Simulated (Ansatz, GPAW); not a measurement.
# Work function of C/Cr(110) at several levels

Wanted: work functions and dipole of C/Cr(110), with the cost of each level.

Program: GPAW 26.7.0 and Ansatz 0.2.0. Level of theory: Ansatz plane waves; slab in vacuum with a dipole correction, relaxation; PAW set soft_1, in the first sound run; inputs show where later runs differ. Results are calculated unless marked as measured.

### 1. Starting point

The cell holds 5 atoms: 4 Cr and 1 C. Its edges and angles: a = 2.494 Å, b = 2.494 Å, c = 21.706 Å, α = 90.0°, β = 90.0°, γ = 70.5°. Vacuum lies along c.

### 2. Relaxation

Forces are removed first; all later runs use this geometry. The lowest 2 atoms are held at bulk positions and keep their forces.

Input file input.yaml:

```yaml
crystal:
  lattice:
    - [2.0364675298, -1.44, 0.0]
    - [2.0364675298, 1.44, 0.0]
    - [0.0, 0.0, 21.7059300712]
  atoms:
    - { symbol: Cr, position: [0.0, 0.0, 0.322492516] }
    - { symbol: Cr, position: [0.5, 0.5, 0.416313307] }
    - { symbol: Cr, position: [0.0, 0.0, 0.5101340981] }
    - { symbol: Cr, position: [0.5, 0.5, 0.6039548891] }
    - { symbol: C, position: [0.0, 0.0, 0.677507484] }
kpoints:
  mp_grid: { grid: [13, 13, 1] }
hamiltonian:
  xc: pbe
  pseudopotentials: { kind: paw, azcp: { folder: soft_1 } }
scf:
  occupations: { method: fermi_dirac, width: 0.1 }
efield:
  axis: 3
  dipole_correction: true
  ramp_width: 0.05
relax:
  f_tol: 0.02
  max_steps: 60
  constraints: [{ sites: [0, 1] }]
output:
  write_potential: true
  write_density: true
  volumetric_format: npy
```

Command:

```
$ ansatz run input.yaml --threads 4 --pin off --max-ram 8192MiB --backend cpu --events-out ev --progress --plain --runs-dir out
```

Numbers of over 12 decimals in the logs are rounded to 6 here.

The program printed:

```text
Engine: ansatz 0.2.0, aarch64-unknown-linux-gnu
Pseudopotentials: kind: paw
Pseudopotential: Cr, paw, valence charge 14, recommended cutoff 420 eV (normal), soft_1/Cr.paw.azcp
Pseudopotential: C, paw, valence charge 4, recommended cutoff 420 eV (normal), soft_1/C.paw.azcp
Functional definition: PBE
  parameter kappa = 0.804
  parameter beta = 0.066725
  exchange = pbe_x(kappa = kappa, mu = beta*pi^2/3)
  correlation = pbe_c(beta = beta)
Crystal: 5 atoms, lattice volume = 127.306 Å³
Basis set: ecut = 420 eV, 2483 PW (Γ), exchange–correlation on 36×36×300 points (8 copies of the dense FFT grid, shifted against one another)
Bands: 36, of which v1, the nominal top of the filled ones, is band 30 counted from 1 (29 counted from 0)
Symmetry: 4 space group operations
Space group: Cmm2 (ITA 35), of the structure as read, at distance tolerance 5.0e-5 Å
k-points: 49 of 169
Non-local potential: Cr, projectors of the file, l = 0: 3, l = 1: 2, l = 2: 3, l = 3: 1
Non-local potential: C, projectors of the file, l = 0: 2, l = 1: 2, l = 2: 1
PAW form: soft (Blöchl's): semilocal exchange-correlation on the pseudo side does not see the compensation charge
PAW one-centre angular grid: Cr, 590 points (default); XC on 64 Gauss nodes
PAW one-centre angular grid: C, 110 points (default); XC on 64 Gauss nodes
Initial density: superposition of atomic densities (neutral atoms: chi_scale 0, normalization atom)
Initial wavefunctions: pseudopotential atomic-orbital guess
Functional: x = pbe(κ = 0.804, μ = 0.219515), c = pbe(β = 0.066725)
SCF iter   1: F=—  HF=-13765.235543 eV  |F-HF|=—  |Δ(HF+E_count)|=         —  Δρ=1.78e-1  dr2=6.64e1  ethr=3.10e-3  p=0.000 e·Å  D=6.10e-6 V/Å  ΔV_dip=-0.00 eV  dr2_dipole=2.13e1  V_vac-E_F(+/−)=6.18/6.18 eV  ⟨swp⟩=7.6  Hψ=8024  notcnv=0
efield: sawtooth ramp at fractional position 0.9750 (placed from the atoms, in the widest stretch of the axis that holds none; the zero of the levels goes with the place), width 0.0500; the density the first Hamiltonian is built on has a dipole p = 0.000 e·Å; the dipole correction subtracts the counter field D = 6.10e-6 V/Å, which shifts the + side's vacuum level by -0.00 eV against the − side's; the planar-averaged density in the ramp window peaks in size at 1.6e-5 e/Å³
preconditioner: auto → LDOS  [metal: Δε(μ)=0.001 eV  Ē_g=4.756 eV  σ=0.100 eV  W_gap=0.00  n_scr=16 (ndim 8)  ℏωp=17.4 eV  f_vac=0.493  D(μ)=3.39/eV (n_scr^D=14)  β→1.0]
SCF iter   2: F=—  HF=-13784.796839 eV  |F-HF|=—  |Δ(HF+E_count)|=    1.96e1  Δρ=4.26e-1  dr2=3.25e2  ethr=3.10e-3  p=-0.079 e·Å  D=-1.12e-1 V/Å  ΔV_dip=2.43 eV  dr2_dipole=7.41e-2  V_vac-E_F(+/−)=9.20/6.76 eV  ⟨swp⟩=6.6  Hψ=14367  notcnv=0  recentre
automatic band count: the SCF goes on with 42 bands, as 36 were too few: the levels above may hold too much charge
SCF iter   3: F=—  HF=-13757.860250 eV  |F-HF|=—  |Δ(HF+E_count)|=    2.69e1  Δρ=6.72e-2  dr2=7.19e0  ethr=3.10e-3  p=-0.055 e·Å  D=-7.86e-2 V/Å  ΔV_dip=1.71 eV  dr2_dipole=3.65e-1  V_vac-E_F(+/−)=6.47/4.76 eV  ⟨swp⟩=4.1  Hψ=6412  notcnv=0
SCF iter   4: F=—  HF=-13757.085664 eV  |F-HF|=—  |Δ(HF+E_count)|=   7.75e-1  Δρ=1.68e-2  dr2=6.86e-1  ethr=3.10e-3  p=-0.070 e·Å  D=-9.91e-2 V/Å  ΔV_dip=2.15 eV  dr2_dipole=1.22e-1  V_vac-E_F(+/−)=7.22/5.07 eV  ⟨swp⟩=2.7  Hψ=3918  notcnv=0  defer=1
SCF iter   5: F=—  HF=-13757.039320 eV  |F-HF|=—  |Δ(HF+E_count)|=   4.63e-2  Δρ=9.29e-3  dr2=1.50e-1  ethr=1.14e-3  p=-0.069 e·Å  D=-9.82e-2 V/Å  ΔV_dip=2.13 eV  dr2_dipole=1.89e-3  V_vac-E_F(+/−)=7.10/4.97 eV  ⟨swp⟩=3.0  Hψ=3650  notcnv=0  defer=1
SCF iter   6: F=—  HF=-13757.032535 eV  |F-HF|=—  |Δ(HF+E_count)|=   6.78e-3  Δρ=2.69e-3  dr2=9.34e-3  ethr=2.49e-4  p=-0.070 e·Å  D=-1.00e-1 V/Å  ΔV_dip=2.17 eV  dr2_dipole=4.26e-5  V_vac-E_F(+/−)=7.14/4.97 eV  ⟨swp⟩=2.1  Hψ=3304  notcnv=0  defer=1
SCF iter   7: F=—  HF=-13757.031468 eV  |F-HF|=—  |Δ(HF+E_count)|=   1.07e-3  Δρ=1.16e-3  dr2=2.63e-3  ethr=1.56e-5  p=-0.071 e·Å  D=-1.01e-1 V/Å  ΔV_dip=2.19 eV  dr2_dipole=1.24e-4  V_vac-E_F(+/−)=7.13/4.94 eV  ⟨swp⟩=3.2  Hψ=3589  notcnv=0  defer=1
SCF iter   8: F=—  HF=-13757.031413 eV  |F-HF|=—  |Δ(HF+E_count)|=   5.46e-5  Δρ=7.15e-4  dr2=9.64e-4  ethr=4.39e-6  p=-0.071 e·Å  D=-1.01e-1 V/Å  ΔV_dip=2.20 eV  dr2_dipole=2.76e-5  V_vac-E_F(+/−)=7.11/4.91 eV  ⟨swp⟩=1.8  Hψ=2453  notcnv=0  defer=1
SCF iter   9: F=—  HF=-13757.031361 eV  |F-HF|=—  |Δ(HF+E_count)|=   5.18e-5  Δρ=9.74e-5  dr2=2.07e-5  ethr=1.61e-6  p=-0.072 e·Å  D=-1.02e-1 V/Å  ΔV_dip=2.22 eV  dr2_dipole=3.54e-6  V_vac-E_F(+/−)=7.11/4.89 eV  ⟨swp⟩=1.9  Hψ=2387  notcnv=0  defer=1
SCF iter  10: F=-13757.031361 eV  HF=-13757.031364 eV  |F-HF|=2.69e-6  |Δ(HF+E_count)|=   2.12e-6  Δρ=3.89e-5  dr2=5.29e-6  ethr=1.67e-8  p=-0.072 e·Å  D=-1.03e-1 V/Å  ΔV_dip=2.23 eV  dr2_dipole=1.70e-8  V_vac-E_F(+/−)=7.11/4.88 eV  ⟨swp⟩=13.4  Hψ=18453  notcnv=0
SCF 1 converged in 10 iterations: F = -13757.031361 eV  dr2 = 5.29e-6
  Residual-converged pass: ⟨swp⟩=1.0  Hψ=2255  notcnv=0  max |occ|·‖R‖ = 7.0e-9 eV (tolerance 1.0e-8 eV)  dr2=5.29e-6  dr2_onsite=2.08e-7  max |Δocc| = 1.1e-10
  greatest PAW one-centre occupation: 1.000 electrons in one spin orbital (limit 2), on the Cr atom at site 1 (counted from 0), in its partial waves of l = 0
relax step   1: F+E_penalty+E_count = -13757.03136088 eV  Δ(F+E_penalty+E_count) = +0.000e0 eV  max|allowed force component| = 2.439e0 eV/Å  Δτ_max = 0.0000 Å  (10 SCF iters, dr2 threshold 1.00e-5 eV, accepted)
Bands: 42, of which v1, the nominal top of the filled ones, is band 30 counted from 1 (29 counted from 0)
Initial density: handed on by an earlier stage of this run
Initial wavefunctions: those handed on with the density
iter 1 solved again at ethr=2.24e-3 eV; its pass at ethr=3.10e-3 eV (dr2=1.34e0 eV) is discarded
SCF iter   1: F=—  HF=-13757.457010 eV  |F-HF|=—  |Δ(HF+E_count)|=         —  Δρ=1.38e-2  dr2=1.46e0  ethr=2.24e-3  p=-0.072 e·Å  D=-1.03e-1 V/Å  ΔV_dip=2.23 eV  dr2_dipole=7.53e-1  V_vac-E_F(+/−)=7.17/4.95 eV  ⟨swp⟩=1.2  Hψ=7285  notcnv=0
efield: sawtooth ramp at fractional position 0.9750 (handed on by an earlier solve), width 0.0500; the density the first Hamiltonian is built on has a dipole p = -0.072 e·Å; the dipole correction subtracts the counter field D = -1.03e-1 V/Å, which shifts the + side's vacuum level by +2.23 eV against the − side's; the planar-averaged density in the ramp window peaks in size at 8.3e-6 e/Å³
preconditioner: auto → LDOS  [metal: Δε(μ)=0.006 eV  Ē_g=4.577 eV  σ=0.100 eV  W_gap=0.01  n_scr=16 (ndim 8)  ℏωp=17.4 eV  f_vac=0.509  D(μ)=4.00/eV (n_scr^D=16)  β→1.0]
[...]
SCF iter   4: F=—  HF=-13757.804081 eV  |F-HF|=—  |Δ(HF+E_count)|=   7.84e-3  Δρ=2.23e-3  dr2=1.29e-2  ethr=2.48e-4  p=-0.052 e·Å  D=-7.35e-2 V/Å  ΔV_dip=1.60 eV  dr2_dipole=1.83e-3  V_vac-E_F(+/−)=6.45/4.86 eV  ⟨swp⟩=2.1  Hψ=3439  notcnv=0  defer=2
SCF iter   5: F=—  HF=-13757.803644 eV  |F-HF|=—  |Δ(HF+E_count)|=   4.38e-4  Δρ=1.05e-3  dr2=1.64e-3  ethr=2.14e-5  p=-0.051 e·Å  D=-7.18e-2 V/Å  ΔV_dip=1.56 eV  dr2_dipole=1.26e-4  V_vac-E_F(+/−)=6.41/4.85 eV  ⟨swp⟩=2.0  Hψ=2650  notcnv=0  defer=2
SCF iter   6: F=—  HF=-13757.803462 eV  |F-HF|=—  |Δ(HF+E_count)|=   1.81e-4  Δρ=2.42e-4  dr2=2.20e-4  ethr=2.73e-6  p=-0.050 e·Å  D=-7.12e-2 V/Å  ΔV_dip=1.55 eV  dr2_dipole=9.03e-5  V_vac-E_F(+/−)=6.39/4.85 eV  ⟨swp⟩=2.8  Hψ=3003  notcnv=0  defer=2
SCF iter   7: F=—  HF=-13757.803457 eV  |F-HF|=—  |Δ(HF+E_count)|=   5.22e-6  Δρ=1.06e-4  dr2=3.46e-5  ethr=1.67e-7  p=-0.050 e·Å  D=-7.08e-2 V/Å  ΔV_dip=1.54 eV  dr2_dipole=1.75e-5  V_vac-E_F(+/−)=6.39/4.85 eV  ⟨swp⟩=12.2  Hψ=18702  notcnv=0
SCF iter   8: F=-13757.803452 eV  HF=-13757.803458 eV  |F-HF|=5.26e-6  |Δ(HF+E_count)|=   7.67e-7  Δρ=4.60e-5  dr2=5.04e-6  ethr=5.77e-8  p=-0.050 e·Å  D=-7.04e-2 V/Å  ΔV_dip=1.53 eV  dr2_dipole=1.42e-6  V_vac-E_F(+/−)=6.38/4.85 eV  ⟨swp⟩=12.3  Hψ=17767  notcnv=0
SCF 3 converged in 8 iterations: F = -13757.803452 eV  dr2 = 5.04e-6
  Residual-converged pass: ⟨swp⟩=1.0  Hψ=2256  notcnv=0  max |occ|·‖R‖ = 7.1e-9 eV (tolerance 1.0e-8 eV)  dr2=5.04e-6  dr2_onsite=2.79e-7  max |Δocc| = 8.2e-12
relax step   3: F+E_penalty+E_count = -13757.80345240 eV  Δ(F+E_penalty+E_count) = -3.910e-1 eV  max|allowed force component| = 2.906e-1 eV/Å  Δτ_max = 0.1949 Å  (8 SCF iters, dr2 threshold 1.00e-4 eV, accepted)
[...]
relax step   4: F+E_penalty+E_count = -13757.82251524 eV  Δ(F+E_penalty+E_count) = -1.906e-2 eV  max|allowed force component| = 5.595e-2 eV/Å  Δτ_max = 0.1042 Å  (7 SCF iters, dr2 threshold 5.28e-6 eV, accepted)
SCF iter   1: F=—  HF=-13757.822876 eV  |F-HF|=—  |Δ(HF+E_count)|=         —  Δρ=9.66e-4  dr2=4.41e-3  ethr=1.82e-5  p=-0.047 e·Å  D=-6.71e-2 V/Å  ΔV_dip=1.46 eV  dr2_dipole=9.11e-4  V_vac-E_F(+/−)=6.31/4.85 eV  ⟨swp⟩=2.0  Hψ=3861  notcnv=0  defer=2
efield: sawtooth ramp at fractional position 0.9750 (handed on by an earlier solve), width 0.0500; the density the first Hamiltonian is built on has a dipole p = -0.047 e·Å; the dipole correction subtracts the counter field D = -6.71e-2 V/Å, which shifts the + side's vacuum level by +1.46 eV against the − side's; the planar-averaged density in the ramp window peaks in size at 5.5e-6 e/Å³
preconditioner: auto → LDOS  [metal: Δε(μ)=0.005 eV  Ē_g=4.859 eV  σ=0.100 eV  W_gap=0.01  n_scr=16 (ndim 8)  ℏωp=17.4 eV  f_vac=0.523  D(μ)=4.73/eV (n_scr^D=16)  β→1.0]
SCF iter   2: F=—  HF=-13757.822805 eV  |F-HF|=—  |Δ(HF+E_count)|=   7.11e-5  Δρ=6.96e-4  dr2=9.80e-4  ethr=7.34e-6  p=-0.047 e·Å  D=-6.68e-2 V/Å  ΔV_dip=1.45 eV  dr2_dipole=2.80e-5  V_vac-E_F(+/−)=6.31/4.86 eV  ⟨swp⟩=1.1  Hψ=2460  notcnv=0  defer=2
SCF iter   3: F=—  HF=-13757.822730 eV  |F-HF|=—  |Δ(HF+E_count)|=   7.57e-5  Δρ=3.32e-4  dr2=1.72e-4  ethr=1.63e-6  p=-0.047 e·Å  D=-6.70e-2 V/Å  ΔV_dip=1.45 eV  dr2_dipole=4.59e-7  V_vac-E_F(+/−)=6.31/4.85 eV  ⟨swp⟩=2.1  Hψ=2747  notcnv=0  defer=2
SCF iter   4: F=—  HF=-13757.822713 eV  |F-HF|=—  |Δ(HF+E_count)|=   1.68e-5  Δρ=5.66e-5  dr2=3.67e-6  ethr=2.87e-7  p=-0.047 e·Å  D=-6.69e-2 V/Å  ΔV_dip=1.45 eV  dr2_dipole=3.48e-8  V_vac-E_F(+/−)=6.31/4.85 eV  ⟨swp⟩=2.3  Hψ=2898  notcnv=0  defer=2
SCF iter   5: F=—  HF=-13757.822660 eV  |F-HF|=—  |Δ(HF+E_count)|=   5.24e-5  Δρ=1.22e-5  dr2=2.20e-7  ethr=6.11e-9  p=-0.047 e·Å  D=-6.69e-2 V/Å  ΔV_dip=1.45 eV  dr2_dipole=3.65e-8  V_vac-E_F(+/−)=6.31/4.85 eV  ⟨swp⟩=3.0  Hψ=3670  notcnv=0  defer=2
SCF iter   6: F=-13757.822661 eV  HF=-13757.822661 eV  |F-HF|=1.39e-7  |Δ(HF+E_count)|=   1.79e-7  Δρ=4.30e-6  dr2=1.92e-8  ethr=1.67e-10  p=-0.047 e·Å  D=-6.69e-2 V/Å  ΔV_dip=1.45 eV  dr2_dipole=4.34e-9  V_vac-E_F(+/−)=6.31/4.85 eV  ⟨swp⟩=11.0  Hψ=14486  notcnv=0
SCF 5 converged in 6 iterations: F = -13757.822661 eV  dr2 = 1.92e-8
relax step   5: F+E_penalty+E_count = -13757.82266076 eV  Δ(F+E_penalty+E_count) = -1.455e-4 eV  max|allowed force component| = 6.491e-3 eV/Å  Δτ_max = 0.0062 Å  (6 SCF iters, accepted)
NSCF: frozen V_eff on 49 k-points
the band table was solved once a step of the walk had ended and its energy, with any forces and stress, was formed, with the checks that follow a solve (10055 applications of the Hamiltonian). They found nothing against the state; the energy, forces and stress were not computed again (output.eigenvalues in the input reference)
WARN: The input density's exchange-correlation potential varies sharply where the density is thin. Do not read a vacuum level from v_tot or v_xc, or from such a field of the output density. On a cell that repeats whose density bears no net charge and no dipole along the vacuum's axis use v_es (v_loc + v_h of the components); under efield.dipole_correction with no amplitude use v_es + v_field, which holds any external [...]
SCF converged after 6 iterations
Free energy (F): -13757.822661 eV
Harris-Foulkes:  -13757.822661 eV  (|F-HF|=1.39e-7)
Internal energy: -13757.663561 eV  (E = F + TS)
E sigma→0 (E₀):  -13757.743111 eV
Entropy (-TS):   -0.159100 eV (-31.820 meV/atom)
Fermi energy:    4.383028 eV
Dipole field:    D = -0.066828 V/Å  (p = -0.047016 e·Å, saw-weighted, corrected)
Work function:   Φ+ = 6.3055 eV   Φ− = 4.8549 eV
Levels:          The Fermi level and band energies are counted from a zero that moves with the ramp; work functions are not
--- Per-component energies (eV) ---
  E_band       = -1427.662564
  E_kinetic    = 1293.714501
  E_local      = -79038.037216  (includes V_loc(G=0)·N_el)
  E_nonlocal   = 194.038189
  E_hartree    = 38928.985842
  E_xc         = -509.456982
  E_vxc        = -646.423593  (∫ρ·V_xc dr)
  E_paw        = -4974.009413  (= ΣΔE_a)
  E_vpaw       = -1086.758538  (= ΣTr[D̂ρ^β])
  E_aug_tail   = 0.003262  (compensation charges beyond the density's cutoff)
  E_efield     = 0.001571  (sawtooth field / dipole correction)
  E_vefield    = -2.147983  (∫n·V_field dr)
  E_ewald      = 30347.096685
  E_smearing   = -0.159100  (= −TS)
  E_closure    = 0.000000  (closes the sum)
  Σ components = -13757.822661   (vs F -13757.822661, Δ=0.00e0)
--- Forces (eV/Å), atoms counted from 1 ---
  atom   1  Cr     0.00000000     0.00000000     0.73741974
  atom   2  Cr     0.00000000    -0.00000000    -0.73822848
  atom   3  Cr     0.00000000     0.00000000     0.00649127
  atom   4  Cr     0.00000000    -0.00000000    -0.00350695
  atom   5  C      0.00000000    -0.00000000    -0.00210797
  max |Σ_I F_I| component: 6.76e-5 eV/Å
--- Band table (eV; the first three rows and the last of 49) ---
  k-point 0: bands = [... 26 lower, 3.3911, 3.4563, 3.6014, 3.9509, 4.0899, 4.8307, 5.2607, 5.3143, ... 8 higher]
  k-point 1: bands = [... 26 lower, 3.3685, 3.4051, 3.5822, 4.0150, 4.1086, 4.4382, 5.1725, 5.2406, ... 8 higher]
  k-point 2: bands = [... 26 lower, 3.0768, 3.2591, 3.7248, 3.9908, 4.0642, 4.5123, 5.0656, 5.1430, ... 8 higher]
  k-point 48: bands = [... 26 lower, 3.1917, 3.9102, 4.7620, 5.2205, 5.2413, 5.4540, 5.9523, 6.4446, ... 8 higher]
--- Relaxed structure (5 steps of the walk, 5 accepted, 0 SCFs on fresh bases) ---
  F+E_penalty+E_count = -13757.82266076 eV   max|allowed force component| = 6.491e-3 eV/Å
  atoms:
    - { symbol: Cr, position: [0.0, 0.0, 0.322492516] }
    - { symbol: Cr, position: [0.5, 0.5, 0.416313307] }
    - { symbol: Cr, position: [1.1724716560078738e-18, -1.1724716560078738e-18, 0.507332] }
    - { symbol: Cr, position: [0.5, 0.5, 0.603756] }
    - { symbol: C, position: [9.569180246067418e-18, -9.569180246067418e-18, 0.654635] }
```

Wall time 33 s (4 threads of Arm Neoverse V2, shared host); peak memory 0.54 GiB.

This run has no spin polarisation, although Cr can carry a moment.

The steps of the relaxation:

```
step  energy less that of the first step (eV)  largest force component (eV/Å)
   1                                   0.0000                          2.4387
   2                                  -0.3811                          2.1074
   3                                  -0.7721                          0.2906
   4                                  -0.7912                          0.0559
   5                                  -0.7913                          0.0065
```

Forces are held to the 4 operations that the run works with; a distortion that breaks them can't arise in this run.

The atoms that moved most (Å):

```
atom     dx     dy      dz  length
  C5  0.000  0.000  -0.496   0.496
 Cr3  0.000  0.000  -0.061   0.061
```

Final coordinates:

```
Cr C
1.0
     2.03647   -1.44000    0.00000
     2.03647    1.44000    0.00000
     0.00000    0.00000   21.70593
Cr C
4 1
Direct
  0.00000 0.00000 0.32249
  0.50000 0.50000 0.41631
  0.00000 0.00000 0.50733
  0.50000 0.50000 0.60376
  0.00000 0.00000 0.65464
```

This step gave:

```
free energy             : -13757.8227 eV
smearing term TS        : 0.1591 eV
symmetry operations     : 4
upper work function     : 6.305 eV
lower work function     : 4.855 eV
dipole along the normal : -0.04702 e·Å
dipole field            : -0.06683 V/Å
vacuum level above      : 10.69 eV
vacuum level below      : 9.238 eV
```

The electrostatic potential energy of an electron (with the applied field's), less the Fermi level, planar mean oscillates, so the rows of the table below give means over windows of 1 Å about each position, cut where the curve ends. Its maxima inside the range that stand out by 2 % of the span (Å: eV): 8.0: -2.05, 10.0: -2.63, 12.0: -1.77, 19.8: 6.31. Its minima: 6.9: -14.3, 9.0: -14.6, 11.0: -14.6, 13.2: -15.0.

The electrostatic potential energy of an electron (with the applied field's), less the Fermi level, planar mean by z; means over each step:

```csv
z (Å),"electrostatic potential energy of an electron (with the applied field's), less the Fermi level, planar mean (eV)"
0,5.24
1,4.86
2,4.85
3,4.85
4,4.80
5,4.27
6,-1.44
7,-13.0
8,-5.22
9,-13.2
10,-6.03
11,-13.2
12,-4.92
13,-13.5
14,-11.9
15,1.93
16,6.15
17,6.30
18,6.31
19,6.31
20,6.31
21,6.22
```

The valence density, planar mean by z:

```csv
z (Å),"valence density, planar mean (e/Å³)"
3.0,1.2e-4
3.5,4.0e-4
4.0,0.00136
4.5,0.00452
5.0,0.0147
5.5,0.0444
6.0,0.142
6.5,0.890
7.0,2.56
7.5,0.928
8.0,0.326
8.5,0.825
9.0,2.55
9.5,1.07
10.0,0.351
10.5,0.915
11.0,2.60
11.5,0.980
12.0,0.302
12.5,0.640
13.0,2.48
13.5,1.51
14.0,0.705
14.5,0.510
15.0,0.169
15.5,0.0333
16.0,0.00623
16.5,0.00114
17.0,2.1e-4
```

The relaxation lowered the energy of the cell by 0.791 eV.

(Continued in part 2 of 3.)

[Logs are printed without paths, hosts, clocks, repeated set-up lines and the standing remarks that a program may print on its own settings, such as how far it seeks lower states.]

[Hosts, paths, dates, database ids (printed as entryN), source tags and the programs' standing remarks are cut or masked in the printed files.]
